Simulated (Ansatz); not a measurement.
# YbPd (Pm-3m): from the cell to its phonons, part 2 of 2

How does YbPd (Pm-3m) vibrate, and is this structure a minimum?

Ansatz 0.2.0; DFT PBEsol, scalar-relativistic, plane waves, PAW.

So far. Step 3 (Tight relaxation): The forces vanish by symmetry and the pressure is -0.002 GPa, within the tolerances set. The cell now holds 20.07 Å³/atom. The relaxed cell has a = 3.424 Å (conventional setting).

## Step 4: Phonons on a q mesh

Stability and thermal properties need the whole zone. Linear response on a 2×2×2 q mesh gives force constants as far as a supercell of that size would.

input.yaml

```yaml
crystal:
  lattice:
    - [3.4238677546, 0.0, 0.0]
    - [0.0, 3.4238677546, 0.0]
    - [0.0, 0.0, 3.4238677546]
  atoms:
    - { symbol: Yb, position: [0.5, 0.5, 0.5] }
    - { symbol: Pd, position: [0.0, 0.0, 0.0] }
kpoints:
  mp_grid: { grid: [10, 10, 10] }
hamiltonian:
  xc: pbesol
scf:
  occupations: { method: methfessel_paxton, width: 0.15 }
output:
  eigenvalues: true
phonons:
  method: dfpt
  qmesh: [2, 2, 2]
  temperatures: { t_max: 1000, t_step: 50 }
  qpath:
    path:
      - [[0.0, 0.0, 0.0], [0.0, 0.5, 0.0], [0.5, 0.5, 0.0], [0.0, 0.0, 0.0], [0.5, 0.5, 0.5], [0.0, 0.5, 0.0]]
      - [[0.5, 0.5, 0.5], [0.5, 0.5, 0.0]]
    npoints: 10
```

Launch:

```
ansatz run input.yaml --threads 8 --pin off --max-ram 14336MiB --backend cpu --events-out ev --progress --plain --runs-dir out
```

Numbers of over 12 decimals in the logs are rounded to 6 here.

Output:

```text
[...]
Crystal: 2 atoms, lattice volume = 40.138 Å³
Basis set: ecut = 420 eV, 751 PW (Γ), exchange–correlation on 48×48×48 points (8 copies of the dense FFT grid, shifted against one another)
Bands: 26, of which v1, the nominal top of the filled ones, is band 21 counted from 1 (20 counted from 0)
Symmetry: 48 space group operations
k-points: 56 of 1000
[...]
SCF iter   1: F=—  HF=-20588.186980 eV  |F-HF|=—  |Δ(HF+E_count)|=         —  Δρ=2.30e-1  dr2=3.20e1  ethr=3.10e-3  ⟨swp⟩=5.4  Hψ=6157  notcnv=0
[...]
SCF iter  15: F=-20584.601637 eV  HF=-20584.601637 eV  |F-HF|=7.28e-12  |Δ(HF+E_count)|=  7.28e-12  S|Δr|=    0.00e0  Δρ=8.49e-8  dr2=2.69e-12  ethr=1.00e-12  ⟨swp⟩=10.1  Hψ=8650  notcnv=0
SCF 1 converged in 15 iterations: F = -20584.601637 eV  dr2 = 2.69e-12
[...]
SCF iter   1: F=—  HF=-20584.601635 eV  |F-HF|=—  |Δ(HF+E_count)|=         —  Δρ=2.00e-6  dr2=1.51e-9  ethr=7.30e-8  ⟨swp⟩=4.5  Hψ=11694  notcnv=0
eigensolver tolerance schedule: the retry pair's looser diagonalisation over-reported the residual by 20281.78 of it (diagonalisation noise at 0.92 of the residual, at the tolerance the schedule requests for it); recorded, not acted on — ethr = c·dr2/N_el stays at c = 1.0e-1
[...]
SCF iter   2: F=—  HF=-20584.601637 eV  |F-HF|=—  |Δ(HF+E_count)|=   1.46e-6  S|Δr|=    0.00e0  Δρ=1.07e-6  dr2=4.08e-10  ethr=3.60e-12  ⟨swp⟩=4.1  Hψ=4425  notcnv=0
[...]
SCF iter   7: F=-20584.601637 eV  HF=-20584.601637 eV  |F-HF|=3.64e-12  |Δ(HF+E_count)|=  3.64e-12  S|Δr|=    0.00e0  Δρ=7.52e-8  dr2=2.23e-12  ethr=1.00e-12  ⟨swp⟩=2.0  Hψ=3526  notcnv=0
SCF 2 converged in 7 iterations: F = -20584.601637 eV  dr2 = 2.23e-12
phonons: the bands overlap, so this run is a metal and interpolates without the dipole-dipole term. If the crystal is really an insulator or semiconductor, its LO-TO splitting is missing
NSCF: frozen V_eff on 56 k-points
[...]
DFPT response loops at q = (0, 0, 0) (fractional): preconditioner auto → Kerker (q_TF=auto, 2.749 Å⁻¹) (partly filled bands, converged f_vac=0.000); β = 1.00, the filter's whole step (`scf.mixing.beta` (0.50) is not read by the response loops under this deck's `scf.mixing.preconditioner`; to damp them name `kerker` or `kerker_dos`, under which they read `scf.mixing.beta`, and type it under 1.00, their step now; both keys bind the ground state too); Broyden in place of MSR1
[...]
SCF converged after 15 iterations
[...]
Free energy (F): -20584.601637 eV
[...]
Internal energy: -20584.657310 eV  (E = F + TS)
E sigma→0 (E₀):  -20584.615555 eV
Entropy (-TS):   0.055673 eV (27.837 meV/atom)
Fermi energy:    16.929140 eV
[...]
--- Band table (eV; the first three rows and the last of 56) ---
  k-point 0: bands = [... 17 lower, 16.7446, 16.7446, 16.7446, 16.7735, 19.7506, 19.7506, 24.4545, 24.4545, ... 1 higher]
  k-point 1: bands = [... 17 lower, 16.7321, 16.7556, 16.7556, 16.7845, 19.6492, 19.7361, 23.3016, 23.3016, ... 1 higher]
  k-point 2: bands = [... 17 lower, 16.7486, 16.7861, 16.7861, 16.8146, 19.3755, 19.4573, 22.1228, 22.1228, ... 1 higher]
  k-point 55: bands = [... 17 lower, 16.7333, 16.7333, 16.7333, 16.8037, 16.8037, 16.8037, 21.8276, 25.7426, ... 1 higher]
--- Phonons (Γ-DFPT): 2 representative perturbations + reference (Σ response iterations 7) ---
  ASR residual: 1.001e-4 → 0.000e0 eV/Å²; symmetrization residual: 3.073e-6 eV/Å²
  ASR residual per site (eV/Å²): 2.81e-5 1.00e-4
  Γ frequencies (cm⁻¹): 0.00 0.00 0.00 116.31 116.31 116.31
--- Phonons (arbitrary-q DFPT): 4 irreducible q on the 2×2×2 mesh ---
  q = [0.0000, 0.0000, 0.0000] (star 1, of the zone-centre solve; hermiticity 1.87e-6, symmetrization 2.84e-11): -0.00 0.00 0.00 116.31 116.31 116.31
  q = [0.0000, 0.0000, -0.5000] (star 3, 4 solved perturbations in 684 linear systems a pass and spin channel, the states on 216 of 1000 k-point pairs; hermiticity 3.83e-9, symmetrization 1.46e-8): 64.20 64.20 89.40 93.65 93.65 125.55
[...]
q = [-0.5000, -0.5000, -0.5000] (star 1, 2 solved perturbations on 126 of 1000 k-point pairs; hermiticity 6.79e-10, symmetrization 3.39e-10): 85.61 85.61 85.61 115.27 115.27 115.27
  sum rule: each row above includes the acoustic sum rule's correction from the zone centre's row sums; it moved no ω² by more than (0.51 cm⁻¹)²
  mesh force constants: q→R imaginary residual 2.01e-17; ASR residual 1.001e-4 → 0.000e0 eV/Å²; symmetrization residual 2.665e-15 eV/Å²
  interpolated dispersion: 62 rows × 6 modes
  density of states and harmonic sums: on the 18×18×18 q-mesh, interpolated from the force constants of a 2×2×2 supercell (no non-analytic term)
  largest difference from the sums on the solved wave vectors: F 8.33e-2 eV, S 1.16e-4 and C_V 3.23e-5 eV/K
  zero-point energy: 0.032238 eV/cell   skipped modes (ω ≤ 0): 3   left out of the sums: 8.57e-5 of the cell's modes: C_V's classical limit lies that fraction below 3 k_B per atom; for a crystal, a wire or a layer, F and S can be off by more, and a phonons.interpolated_qmesh denser along its periods is the remedy for the sampling
```

Run time: 97 s. Hardware: 8 threads of Arm Neoverse N1, shared host; peak memory 0.93 GiB.

This step gave:

```yaml
sum_rule_residual_before_enforcement: 1.00e-4 eV/Å²
lowest_frequency_on_the_path: 0 cm⁻¹
point_group: m-3m
highest_frequency_on_the_path_or_at_a_solved_wavevector: 129.2 cm⁻¹
mean_frequency: 86.7 cm⁻¹
debye_temperature_second_moment: 170 K
logarithmic_mean_frequency: 81.2 cm⁻¹
highest_optical_mode_at_the_zone_centre_no_lo_to_term: 116.3 cm⁻¹
lowest_optical_zone_centre_mode: 116.3 cm⁻¹
lowest_mode_on_the_q_mesh_acoustic_modes_at_gamma_apart: 37.72 cm⁻¹
zero_point_energy_per_atom: 16.12 meV
heat_capacity_at_300_k: 24.55 J/(mol atoms K)
vibrational_entropy_at_300_k: 48.67 J/(mol atoms K)
```

Frequencies (cm⁻¹) solved at each irreducible wavevector; negative means imaginary. Frequencies by wavevector, by row:

```tsv
q in reciprocal lattice units	star	mode 1	mode 2	mode 3	mode 4	mode 5	mode 6
0 0 0	1	0	0	0	116.3	116.3	116.3
0 0 -0.5	3	64.2	64.2	89.4	93.7	93.7	125.5
0 -0.5 -0.5	3	37.7	37.7	61.9	98.4	129.2	129.2
-0.5 -0.5 -0.5	1	85.6	85.6	85.6	115.3	115.3	115.3
```

Interpolated from a 2×2×2 q mesh, rough between the solved points. The phonon branches at the labelled points (cm⁻¹):

```tsv
point	branch 1	branch 2	branch 3	branch 4	branch 5	branch 6
Γ	0	0	0	116	116	116
halfway	40	40	67	108	108	119
X	64	64	89	94	94	126
halfway	49	63	69	96	113	129
M	38	38	62	98	129	129
halfway	40	51	89	96	103	124
Γ	0	0	0	116	116	116
halfway	59	59	74	106	115	115
R	86	86	86	115	115	115
halfway	50	70	90	90	113	127
X	64	64	89	94	94	126
jump to R	86	86	86	115	115	115
halfway	62	62	92	92	124	124
M	38	38	62	98	129	129
```

The phonon branches as a text plot (rows in cm⁻¹):

```
    127 |      ***************                     *******   ****
    121 |   ***      *        **           **    **        **
    116 |***        *     *     *********************     *
    110 |   *                  **   *            *   *
    105 |    *     *       *****        *         *   *    *
    100 |     *   *  ******** *      **            *   *    *  **
     94 |      ******        *         *              ****   **
     89 |      ***           *                   ***** * * **
     83 |     *   *                    *    *****    *    *
     78 |    *     *       ** *                  *    *    *  *
     73 |                            ** *  **     *  **
     67 |   *             *              ***      ***  **   *  *
     62 |      ************    *                        **   *  *
     57 |         *        **           *          *   *
     51 |     *    * *   *   *      *  *            *         *
     46 |  * *      * *                              **        *
     40 |   *        ********** *    **                         *
     35 |                     **
     30 | *                    *
     24 |  *                    ** **
     19 | *                     *
     13 |*                       * *
      8 |*
      3 |                         *
         Γ      X      M          Γ            R        X|R     M
```

Tetrahedra on a 18×18×18 mesh, mean over bins of 1 cm-1. Interpolated from a 2×2×2 q mesh, rough between the solved points. Table of phonon density of states by wavenumber; read off at these points:

```tsv
wavenumber (cm⁻¹)	phonon density of states (1/cm⁻¹/cell)
2.50	2.0e-5
5.00	8.5e-5
7.50	1.9e-4
10.00	5.1e-4
12.50	9.7e-4
15.00	0.00135
17.50	0.00196
20.00	0.0027
22.50	0.00363
25.00	0.00455
27.50	0.00591
30.00	0.00744
32.50	0.00923
35.00	0.0118
37.50	0.0153
40.00	0.0303
42.50	0.0565
45.00	0.0706
47.50	0.0959
50.00	0.0598
52.50	0.0512
55.00	0.0495
57.50	0.0525
60.00	0.0646
62.50	0.0718
63.50	0.0778
65.00	0.0687
67.50	0.0575
70.00	0.0481
72.50	0.0428
75.00	0.0478
77.50	0.0538
80.00	0.0476
82.50	0.0436
85.00	0.0492
86.50	0.0583
87.50	0.0576
90.00	0.0224
92.50	0.0222
95.00	0.122
97.50	0.155
100.00	0.0663
102.50	0.0536
105.00	0.0594
107.50	0.0594
110.00	0.0568
112.50	0.0514
115.00	0.0450
117.50	0.0719
120.00	0.0849
122.50	0.0963
125.00	0.117
127.50	0.155
```

The partial phonon density of states has structure finer than the step of the table below, so its rows give means over 5 cm⁻¹, whole bins alone (the curve runs from -10 to 143 cm⁻¹). Peaks (cm⁻¹: height): Pd 45.8: 0.0381, 96.8: 0.0854, 125.7: 0.0357; Yb 46.8: 0.0389, 63.1: 0.0450, 125.7: 0.0812.

Phonopy on the run's constants, 17x17x17 mesh, Gaussian sigma 2.0 cm-1. Interpolated from a 2×2×2 q mesh, rough between the solved points. Partial phonon density of states against wavenumber; means over each step; values in 1/cm⁻¹/cell:

```tsv
wavenumber (cm⁻¹)	Pd	Yb
-5	3.3e-6	8.5e-6
0	3.5e-5	5.8e-5
5	3.4e-5	5.8e-5
10	2.8e-4	4.5e-4
15	5.5e-4	8.8e-4
20	0.00120	0.00194
25	0.00173	0.00274
30	0.00315	0.00492
35	0.00549	0.00748
40	0.0177	0.0176
45	0.0346	0.0342
50	0.0299	0.0331
55	0.0229	0.0289
60	0.0236	0.0383
65	0.0257	0.0396
70	0.0251	0.0255
75	0.0259	0.0232
80	0.0262	0.0209
85	0.0298	0.0141
90	0.0365	0.0108
95	0.0710	0.0192
100	0.0564	0.0258
105	0.0315	0.0259
110	0.0273	0.0282
115	0.0239	0.0330
120	0.0301	0.0520
125	0.0345	0.0751
130	0.0149	0.0353
135	3.5e-4	8.0e-4
140	0	0
```

Second derivatives of the energy by pair, one row for each kind of neighbour of each atom listed. Each entry sums the pair over the periodic images of the supercell that the q mesh stands for, and in a polar crystal it holds the long-range dipole part too. Force constants by pair, by row:

```tsv
atom	neighbour	distance (Å)	third of the trace (eV/Å²)	along the pair's line (eV/Å²)
Yb1	itself	0	5.505	–
Yb1	Pd	2.965	-0.4098	-1.314
Yb1	Yb	3.424	-0.72	-2.764
Yb1	Yb	4.842	0.1206	-0.0919
Yb1	Yb	5.93	-0.4281	-0.4281
Pd2	itself	0	3.142	–
Pd2	Yb	2.965	-0.4098	-1.314
Pd2	Pd	3.424	0.0927	0.3416
Pd2	Pd	4.842	-0.0229	-0.0966
Pd2	Pd	5.93	-0.073	-0.073
```

Harmonic thermodynamic functions per atom, from the density of states. Interpolated from a 2×2×2 q mesh, rough between the solved points. Thermodynamic functions, by row:

```tsv
T (K)	F_vib (meV/atom)	S (J/mol-atom/K)	C_V (J/mol-atom/K)
0	16.12	0	0
50	14.43	9.662	15.24
100	5.83	22.77	21.73
200	-26.9	38.81	24.07
300	-72.56	48.67	24.55
400	-126.8	55.76	24.72
500	-187.6	61.29	24.8
600	-253.6	65.81	24.84
700	-323.8	69.65	24.87
800	-397.7	72.97	24.89
900	-474.9	75.9	24.9
1000	-555	78.52	24.91
```

Harmonic mean-square displacement, third of the trace. Interpolated from a 2×2×2 q mesh, rough between the solved points. Mean square displacements, by row:

```tsv
T (K)	Yb1 U_eq (Å²)	Pd2 U_eq (Å²)
0	0.00131	0.0021
100	0.00333	0.00501
300	0.00938	0.01405
600	0.01864	0.02792
```

Symmetry leaves 4 wavevectors to solve. The lowest mode among them, the acoustic zeros apart, lies at q = (0, -0.5, -0.5) and is real, 37.7 cm⁻¹.

## Step 5: Summary of results

```yaml
space_group_after_relaxation_within_0p01_a: Pm-3m
volume_per_atom: 20.1 Å³
electronic_character: no gap on this mesh
highest_optical_mode_at_the_zone_centre_no_lo_to_term: 116 cm⁻¹
lowest_optical_zone_centre_mode: 116 cm⁻¹
lowest_mode_on_the_q_mesh_acoustic_modes_at_gamma_apart: 37.7 cm⁻¹
highest_frequency_on_the_path_or_at_a_solved_wavevector: 129 cm⁻¹
zero_point_energy_per_atom: 16.1 meV
heat_capacity_at_300_k: 24.5 J/(mol atoms K)
vibrational_entropy_at_300_k: 48.7 J/(mol atoms K)
debye_temperature_second_moment: 170 K
imaginary_modes_on_the_2x2x2_q_mesh: none
```

In words: The structure is a minimum as far as tested: no mode is imaginary at the 4 irreducible wavevectors of the 2×2×2 mesh, and the softest away from the acoustic zeros lies at 38 cm⁻¹. The optical modes at Γ form one degenerate level at 116 cm⁻¹. The q mesh stands for a supercell only 6.8 Å across, so branches between the solved wavevectors are rough. With no gap, or one that is small against the smearing, the frequencies hang on the k mesh and the smearing, most of all near Kohn anomalies. The phonon runs are without spin polarisation, although Yb often carries a moment. The 4f shell is treated without a U, so valence and screening may be off. Spin-orbit coupling is left out, which can matter for the heavy elements here. These are harmonic frequencies at zero temperature: anharmonic shifts, linewidths and thermal expansion are left out.

[Logs are printed without paths, hosts, clocks, repeated set-up lines and the standing remarks that a program may print on its own settings, such as how far it seeks lower states.]

[Hosts, paths, dates, database ids (printed as entryN), source tags and the programs' standing remarks are cut or masked in the printed files.]
